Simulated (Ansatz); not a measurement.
# NbTlSe3 (model cell, started as cubic perovskite with Nb in the octahedra): a soft mode frozen in

Wanted: the energy along a soft mode of NbTlSe3 (model cell, started as cubic perovskite with Nb in the octahedra) and the structure at the end.

Method: DFT PBEsol, scalar-relativistic, plane waves, PAW; PAW set soft_1, in Ansatz 0.2.0.

Most raw output is cut from this account.

The structure was built from a prototype and need not be the compound's stable phase.

**1. The structure**

The structure is cubic, space group Pm-3m (No. 221). Conventional cell: a = 5.037 Å, b = 5.037 Å, c = 5.037 Å, α = 90.00°, β = 90.00°, γ = 90.00°. Tl has 12 Se at 3.56 Å nearest. Nearest to Nb lie 6 Se at 2.52 Å. Nearest to Se lie 2 Nb at 2.52 Å. Farther neighbours and most contacts between anions are not listed.

**2. Phonons on a q mesh**

The cell comes from relaxations at this level that are not shown. Stability and thermal properties need the whole zone. Linear response on a 2×2×2 q mesh gives force constants as far as a supercell of that size would.

Input file input.yaml:

```yaml
crystal:
  lattice:
    - [5.0370892205, 0.0, 0.0]
    - [0.0, 5.0370892205, 0.0]
    - [0.0, 0.0, 5.0370892205]
  atoms:
    - { symbol: Tl, position: [0.0, 0.0, 0.0] }
    - { symbol: Nb, position: [0.5, 0.5, 0.5] }
    - { symbol: Se, position: [0.5, 0.5, 0.0] }
    - { symbol: Se, position: [0.5, 0.0, 0.5] }
    - { symbol: Se, position: [0.0, 0.5, 0.5] }
kpoints:
  mp_grid: { grid: [8, 8, 8] }
hamiltonian:
  xc: pbesol
  pseudopotentials: { kind: paw, azcp: { folder: soft_1 }, xc_functional: pbe }
scf:
  occupations: { method: methfessel_paxton, width: 0.2 }
output:
  eigenvalues: true
phonons:
  method: dfpt
  qmesh: [2, 2, 2]
  temperatures: { t_max: 1000, t_step: 50 }
  qpath:
    path:
      - [[0.0, 0.0, 0.0], [0.0, 0.5, 0.0], [0.5, 0.5, 0.0], [0.0, 0.0, 0.0], [0.5, 0.5, 0.5], [0.0, 0.5, 0.0]]
      - [[0.5, 0.5, 0.5], [0.5, 0.5, 0.0]]
    npoints: 10
```

Started as:

```sh
$ ansatz run input.yaml --threads 4 --pin off --max-ram 16384MiB --backend cpu --events-out ev --progress --plain --runs-dir out
```

It took 8.1 min on 4 threads of Arm Neoverse V1, shared host; peak memory 2 GiB; 32 min of CPU time.

This step gave:

* volume per atom: 25.56 Å³
* gap on the k-mesh: 0 eV
* sum-rule residual before enforcement: 7.54e-5 eV/Å²
* lowest frequency on the path: -131.0 cm⁻¹
* point group: m-3m
* highest frequency on the path or at a solved wavevector: 284.2 cm⁻¹
* highest optical mode at the zone centre (no LO-TO term): 225.7 cm⁻¹
* lowest optical zone-centre mode: 12.93 cm⁻¹
* lowest mode on the q mesh (acoustic modes at Γ apart): -131.0 cm⁻¹

Frequencies (cm⁻¹) solved at each irreducible wavevector; negative means imaginary. Frequencies by wavevector, by row:

```
q in reciprocal lattice units  star  mode 1  mode 2  mode 3  mode 4  mode 13  mode 14  mode 15
                        0 0 0     1       0       0       0    12.9    225.7    225.7    225.7
                     0 0 -0.5     3   -10.4   -10.4    13.4    13.4    221.7    221.7    245.1
                  0 -0.5 -0.5     3     -57   -42.4     8.1     8.1    183.3    215.7    264.9
               -0.5 -0.5 -0.5     1    -131    -131     -55     -55    182.2    182.2    283.2
```

Interpolated from a 2×2×2 q mesh. The phonon branches at the labelled points (cm⁻¹):

```
    point  branch 1  branch 2  branch 3  branch 4  branch 12  branch 13  branch 14  branch 15
        Γ         0         0         0        13         64        226        226        226
  halfway        11        11        16        18        135        224        224        236
        X       -10       -10        13        13        185        222        222        245
  halfway       -29       -19        -4        12        173        184        219        262
        M       -57       -42         8         8        183        183        216        265
  halfway       -13        -6        13        14        136        197        221        255
        Γ         0         0         0        13         64        226        226        226
  halfway       -21       -21         6        18        136        187        187        273
        R      -131      -131       -55       -55        182        182        182        283
  halfway       -25       -24       -13         7        154        178        184        280
        X       -10       -10        13        13        185        222        222        245
jump to R      -131      -131       -55       -55        182        182        182        283
  halfway       -81       -56       -15       -15        158        183        183        283
        M       -57       -42         8         8        183        183        216        265
```

Symmetry leaves 4 wavevectors to solve. The lowest mode among them, the acoustic zeros apart, lies at q = (-0.5, -0.5, -0.5) and is imaginary, 131.0i cm⁻¹, so the energy falls along it.

**3. The mode frozen in, largest atomic shift 0 Å**

The mode followed lies at q = (-0.5, -0.5, -0.5) with frequency 131.0i cm⁻¹ and is 2-fold degenerate, the softest among the wavevectors solved. At small amplitude the distorted cell has space group no. 140 by a symmetry search on the positions. The undistorted cell that holds it gives the zero of energy on the same k mesh.

System of this step: NbTlSe3 (model cell, started as cubic perovskite with Nb in the octahedra). It takes space group Pm-3m (No. 221, cubic). Conventional cell: a = 5.037 Å, b = 5.037 Å, c = 5.037 Å, α = 90.00°, β = 90.00°, γ = 90.00°. Nearest to Tl lie 12 Se at 3.56 Å. Nearest to Nb lie 6 Se at 2.52 Å. Se has 2 Nb at 2.52 Å nearest. Farther neighbours and most contacts between anions are not listed.

input.yaml, the sections that differ from step 2:

```yaml
crystal:
  lattice:
    - [5.0370892205, 5.0370892205, 0.0]
    - [5.0370892205, 0.0, 5.0370892205]
    - [5.0370892205, 0.0, -5.0370892205]
  atoms:
    - { symbol: Tl, position: [0.0, 0.0, 0.0] }
    - { symbol: Tl, position: [0.0, 0.5, 0.5] }
    - { symbol: Nb, position: [0.5, 0.25, 0.75] }
    - { symbol: Nb, position: [0.5, 0.75, 0.25] }
    - { symbol: Se, position: [0.5, 0.0, 0.0] }
    - { symbol: Se, position: [0.5, 0.5, 0.5] }
    - { symbol: Se, position: [0.0, 0.5, 0.0] }
    - { symbol: Se, position: [0.0, 0.0, 0.5] }
    - { symbol: Se, position: [0.5, 0.0, 0.5] }
    - { symbol: Se, position: [0.5, 0.5, 0.0] }
output:
  forces: true
  stress: true
  eigenvalues: true
# kpoints, hamiltonian, scf: as in step 2
# phonons: removed
```

The job ended after 13 s (4 threads; peak memory 1.1 GiB; 51 s of CPU time).

Numbers from this step:

| Quantity | Value |
| --- | --- |
| pressure | -0.08689 GPa |
| energy from the undistorted cell | 0 meV/atom |

The run ends at a pressure of -0.09 GPa.

**4. The mode frozen in, largest atomic shift 0.04 Å**

The atoms are moved along the unstable eigenvector, the largest shift by 0.04 Å, with the cell fixed.

input.yaml, the sections that differ from step 3:

```yaml
crystal:
  lattice:
    - [5.0370892205, 5.0370892205, 0.0]
    - [5.0370892205, 0.0, 5.0370892205]
    - [5.0370892205, 0.0, -5.0370892205]
  atoms:
    - { symbol: Tl, position: [0.0, 0.0, 0.0] }
    - { symbol: Tl, position: [0.0, 0.5, 0.5] }
    - { symbol: Nb, position: [0.5, 0.25, 0.75] }
    - { symbol: Nb, position: [0.5, 0.75, 0.25] }
    - { symbol: Se, position: [0.5, 0.0, 0.0] }
    - { symbol: Se, position: [0.5, 0.5, 0.5] }
    - { symbol: Se, position: [-0.0079410942, 0.5039705471, 0.0039705471] }
    - { symbol: Se, position: [0.0079410942, -0.0039705471, 0.4960294529] }
    - { symbol: Se, position: [0.5, 0.0039705471, 0.5039705471] }
    - { symbol: Se, position: [0.5, 0.4960294529, -0.0039705471] }
# kpoints, hamiltonian, scf, output: as in step 3
```

Wall time 25 s (4 threads); peak memory 1.4 GiB; 100 s of CPU time.

This step gave:

```yaml
pressure: 0.01990 GPa
gap_on_the_k_mesh: 0.01907 eV
energy_from_the_undistorted_cell: -0.648 meV/atom
```

The energy, extrapolated to zero smearing, is -0.65 meV/atom against the undistorted cell.

The run ends at a pressure of 0.02 GPa, with forces up to 0.0056 eV/Å.

**5. Energy along the mode, all amplitudes (two of the runs are shown above)**

An imaginary frequency means negative curvature, so the energy should fall and then rise again as anharmonic terms take over.

Numbers from this step:

| Quantity | Value |
| --- | --- |
| depth at the lowest point sampled | 0.648 meV/atom |
| largest atomic shift at that point | 0.04 Å |

Table of energy from the parent by largest atomic shift:

```
largest atomic shift (Å)  energy from the parent (meV/atom)
                  0.0000                                  0
                  0.0400                             -0.648
                  0.0800                               1.18
                  0.1400                               18.3
```

Displacement at unit largest shift by atom:

```
atom  x (Å)  y (Å)  z (Å)  size
 Tl1   0.00   0.00   0.00  0.00
 Tl2   0.00   0.00   0.00  0.00
 Nb3   0.00   0.00   0.00  0.00
 Nb4   0.00   0.00   0.00  0.00
 Se5   0.00   0.00   0.00  0.00
 Se6   0.00   0.00   0.00  0.00
 Se7   0.00  -1.00   0.00  1.00
 Se8   0.00   1.00   0.00  1.00
 Se9   1.00   0.00   0.00  1.00
Se10  -1.00   0.00   0.00  1.00
```

The lowest of the steps tried is at 0.04 Å, 0.648 meV/atom below the parent; the bottom of the well need not coincide with a step.

**6. Relaxation from the frozen mode**

Starting from the lowest point found, all atoms and the cell are let go, so that strain and other modes of the same symmetry can join in.

input.yaml: that of step 4 with these lines changed.

```diff
@@ -27 +27,6 @@
   eigenvalues: true
+relax:
+  adjacent_minimum: "off"
+  f_tol: 0.002
+  max_steps: 120
+  cell: { stress_tol: 0.03 }
```

Run time: 2.1 min. Hardware: 4 threads; peak memory 1.4 GiB.

Little changed from the start: no atom moved by 0.005 Å and no cell edge by 0.1 %.

Numbers from this step:

```
pressure          : 4.45e-4 GPa
volume per atom   : 25.57 Å³
gap on the k-mesh : 0 eV
```

The distorted start has space group I4/mcm; the relaxation ends in I4/mcm.

**7. The new phase in its own primitive cell**

The relaxed structure is symmetrised, reduced to its primitive cell and relaxed tightly, as its phonons need.

input.yaml, the sections that differ from step 6:

```yaml
crystal:
  lattice:
    - [-3.5629470375, 3.5629470375, 5.0346882407]
    - [3.5629470375, -3.5629470375, 5.0346882407]
    - [3.5629470375, 3.5629470375, -5.0346882407]
  atoms:
    - { symbol: Tl, position: [0.75, 0.75, 0.0] }
    - { symbol: Tl, position: [0.25, 0.25, 0.0] }
    - { symbol: Nb, position: [0.0, 0.5, 0.5] }
    - { symbol: Nb, position: [0.5, 0.0, 0.5] }
    - { symbol: Se, position: [0.75, 0.25, 0.5] }
    - { symbol: Se, position: [0.25, 0.75, 0.5] }
    - { symbol: Se, position: [0.7461319564, 0.2461319564, 0.9922639127] }
    - { symbol: Se, position: [0.2538680436, 0.7538680436, 0.0077360873] }
    - { symbol: Se, position: [0.2461319564, 0.2538680436, 0.5] }
    - { symbol: Se, position: [0.7538680436, 0.7461319564, 0.5] }
relax:
  adjacent_minimum: "off"
  f_tol: 0.001
  max_steps: 60
  cell: { stress_tol: 0.01 }
# kpoints, hamiltonian, scf, output: as in step 6
```

Elapsed: 55 s, on 4 threads; peak memory 1.4 GiB; 3.6 min of CPU time.

Little changed from the start: no atom moved by 0.005 Å and no cell edge by 0.1 %.

Numbers from this step:

- pressure: 4.46e-4 GPa

The largest force component left is 0.44 meV/Å and the pressure is 0.000 GPa, within the tolerances set. The cell now holds 25.57 Å³/atom.

**8. Modes of the new phase**

A relaxed structure may still be a saddle point, so its zone-centre modes are computed. No field response is asked, since the mesh shows no gap.

input.yaml: that of step 7 with these lines changed.

```diff
@@ -12,3 +12,3 @@
     - { symbol: Se, position: [0.25, 0.75, 0.5] }
-    - { symbol: Se, position: [0.7461319564, 0.2461319564, 0.9922639127] }
+    - { symbol: Se, position: [0.7461319564, 0.2461319564, 0.9922639128] }
     - { symbol: Se, position: [0.2538680436, 0.7538680436, 0.0077360873] }
@@ -24,9 +24,4 @@
 output:
-  forces: true
-  stress: true
   eigenvalues: true
-relax:
-  adjacent_minimum: "off"
-  f_tol: 0.001
-  max_steps: 60
-  cell: { stress_tol: 0.01 }
+phonons:
+  method: dfpt
```

Elapsed: 40 min, on 4 threads; peak memory 12 GiB.

The run was cut off at the time limit after its SCF cycle had converged; no result of it is taken.

The program's message: “Warning:”

**9. Outcome**

| Quantity | Value |
| --- | --- |
| unstable mode of the parent | q = (-0.5, -0.5, -0.5), 131i cm⁻¹ |
| depth at the lowest point sampled | 0.648 meV/atom |
| largest atomic shift at that point | 0.04 Å |
| space group reached (within 0.01 Å) | I4/mcm |
| energy gained over the parent (first relaxation, on the mesh of the frozen mode) | 0.638 meV/atom |
| volume per atom, phase reached | 25.6 Å³ |

In words: Along this mode the structure falls into I4/mcm, 0.638 meV/atom below the parent. At the parent's cell the well is 0.648 meV/atom deep on the steps tried, with its lowest point at a shift of 0.04 Å. Relaxing atoms and cell changes the gain by -0.01 meV/atom against the lowest step (energies at zero smearing). The total is less than the well itself, which shows the error of comparing energies at two volumes on a finite basis. The modes of the phase reached were not computed on this path. How so shallow a well moves with the k mesh was not tested. Of the 4 patterns followed to their end from this parent, this one ends 53.9 meV/atom above the lowest, P4/mbm. Each path keeps the symmetry of its pattern, so a lower phase may lie along a pattern not tried. With no gap, or one that is small against the smearing, the frequencies hang on the k mesh and the smearing, most of all near Kohn anomalies. Spin-orbit coupling is left out, which can matter for the heavy elements here. The PAW files were made for PBE and serve the other functionals too. The starting cell was built on a prototype and not taken from a measurement, so the phase need not exist.

[Logs are printed without paths, hosts, clocks, repeated set-up lines and the standing remarks that a program may print on its own settings, such as how far it seeks lower states.]

[Hosts, paths, dates, database ids (printed as entryN), source tags and the programs' standing remarks are cut or masked in the printed files.]
